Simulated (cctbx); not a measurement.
# Accept or mend?

Cell a = 6.9170 Å, b = 6.9170 Å, c = 3.3130 Å, α = 90.00°, β = 90.00°, γ = 90.00°; space group P4/mbm (no. 127). The compound is Zr2ZnCo2.

Simulated single-crystal data (cctbx): Mo Kα, λ = 0.71073 Å, to d = 0.8 Å, 70 % of the full sphere, strongest reflection 20000 counts, noise from counting, a 2 % proportional error and a noise floor of 8 counts (s.d.); no absorption.

An anisotropic refinement with weights 1/σ² prints:

```text
Rint 0.013, 16 unique reflections to 1.63 A
cycle     R1     wR2    GooF  max shift (A)
   1  0.0054  0.0106   1.435   0.00110
   2  0.0028  0.0061   0.821   0.00000
final R1 0.0028 wR2 0.0061 GooF 0.821  parameters 10  data/parameter 1.6
atom        x        y        z      Ueq    occ   su(xyz)  su(Uiso or U11)
Zr1    0.32416  0.82416  0.50000   0.0218  1.000  0.00009  0.0012
Zn1    0.50000  0.50000  0.00000   0.0212  1.000  0.00000  0.0014
Co1    0.88003  0.38003  0.00000   0.0225  1.000  0.00012  0.0009
difference map: max 0.04 min -0.05 rms 0.01
Q1    0.0000  0.5000  0.5000    2    0.04  1.72 A from Zr1
Q2    0.2467  0.2533  0.0000    4    0.03  1.30 A from Co1
```

Q: Accept it or mend it, and why?

Mend it. The fault: data cut at low resolution. Against the right model at the same level, R1 goes from 0.0054 to 0.0028 and GooF from 0.86 to 0.82. The atoms are right, but there are too few data for the parameters: R1 flatters and the s.u.s grow. Data per parameter fall from 10.8 to 1.6.

The compound is Zr2ZnCo2. The right model at the same level gives:

```text
Rint 0.019, 108 unique reflections to 0.80 A
cycle     R1     wR2    GooF  max shift (A)
   1  0.0056  0.0116   0.884   0.00002
   2  0.0054  0.0113   0.858   0.00000
final R1 0.0054 wR2 0.0113 GooF 0.858  parameters 10  data/parameter 10.8
atom        x        y        z      Ueq    occ   su(xyz)  su(Uiso or U11)
Zr1    0.32410  0.82410  0.50000   0.0205  1.000  0.00002  0.0001
Zn1    0.50000  0.50000  0.00000   0.0204  1.000  0.00000  0.0001
Co1    0.87992  0.37992  0.00000   0.0211  1.000  0.00003  0.0001
difference map: max 0.20 min -0.19 rms 0.05
Q1    0.0000  0.0000  0.3200    4    0.21  1.06 A from Zn1
Q2    0.0917  0.7905  0.0000    8    0.14  1.20 A from Co1
Q3    0.1694  0.3306  0.0000    4    0.13  1.66 A from Zr1
Q4    0.0160  0.3654  0.5000    8    0.12  1.14 A from Zr1
Q5    0.0687  0.1630  0.2164   16    0.11  1.42 A from Zn1
Q6    0.0395  0.6775  0.2631   16    0.11  1.11 A from Co1
```

The model was made for the exercise: a known structure type with other elements put in, its volume estimated, not relaxed; displacement parameters are assumed.

[Middle refinement cycles are left out of these outputs.]

[Logs are printed without paths, hosts, clocks, repeated set-up lines and the standing remarks that a program may print on its own settings, such as how far it seeks lower states.]
